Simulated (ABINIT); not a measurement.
An input for ABINIT 10.8.3 (Te2Mo (P6_3/mmc)):

```
acell 3*1.0 Angstrom
rprim 
  3.518200000003 -0.000000000001 0.000000000000
  -1.759100000001 3.046850575598 0.000000000000
  0.000000000000 0.000000000000 13.973600000000
ntypat 2
znucl 52 42
natom 6
typat 1 1 1 1 2 2
xred 
  0.333333333333 0.666666666667 0.621000000000
  0.666666666667 0.333333333333 0.121000000000
  0.333333333333 0.666666666667 0.879000000000
  0.666666666667 0.333333333333 0.379000000000
  0.333333333333 0.666666666667 0.250000000000
  0.666666666667 0.333333333333 0.750000000000
pp_dirpath "pseudos"
pseudos "Te.upf, Mo.upf"
ecut 39
ngkpt 3 3 1
nshiftk 1
shiftk 0 0 0
kptopt 1
chksymbreak 0
istwfk *1
occopt 1
irdwfk 1
optdriver 4
nband 244
gwcalctyp 10
ecutsigx 39
symsigma 1
nkptgw 3
kptgw 
  0.0000000000 0.0000000000 0.0000000000
  0.3333333333 0.0000000000 0.0000000000
  0.3333333333 0.3333333333 0.0000000000
bdgw 
  49 68
  49 68
  49 68
ecuteps 4.8
irdscr 1
ppmodel 1
irdqps 1
indata_prefix "in"
outdata_prefix "out"
tmpdata_prefix "tmp"
```

```sh
OMP_NUM_THREADS=1 mpirun -n 8 abinit run.abi > log
```

Estimate wall time and host memory on 8 MPI ranks of Intel Xeon Platinum 8259CL at 2.50GHz (Skylake/Cascade Lake), shared host.

It took 2.5 min; on shared hardware allow 75 s to 5 min. Peak host memory was 4.2 GiB.

[Paths, hosts, dates, memory and timing lines, banners, echoed tables and standing remarks are left out of the program output.]

[Logs are printed without paths, hosts, clocks, repeated set-up lines and the standing remarks that a program may print on its own settings, such as how far it seeks lower states.]

[Runs of the session that timed out or met a known fault of the program may be left out.]

[No measured gap is set beside runs whose start may be inverted or whose files or cutoffs have a known fault.]

[Hosts, paths, dates, database ids (printed as entryN), source tags and the programs' standing remarks are cut or masked in the printed files.]

[G0W0 gaps are taken among the corrected bands and points alone; a level outside them can change the order at an edge.]

[Where Ansatz stands beside ABINIT at settings called matched, ABINIT's density can come from a denser mesh and the files from another edition; pairs whose starting gaps differed by over 0.03 eV were left out, so agreement reads better than it is.]
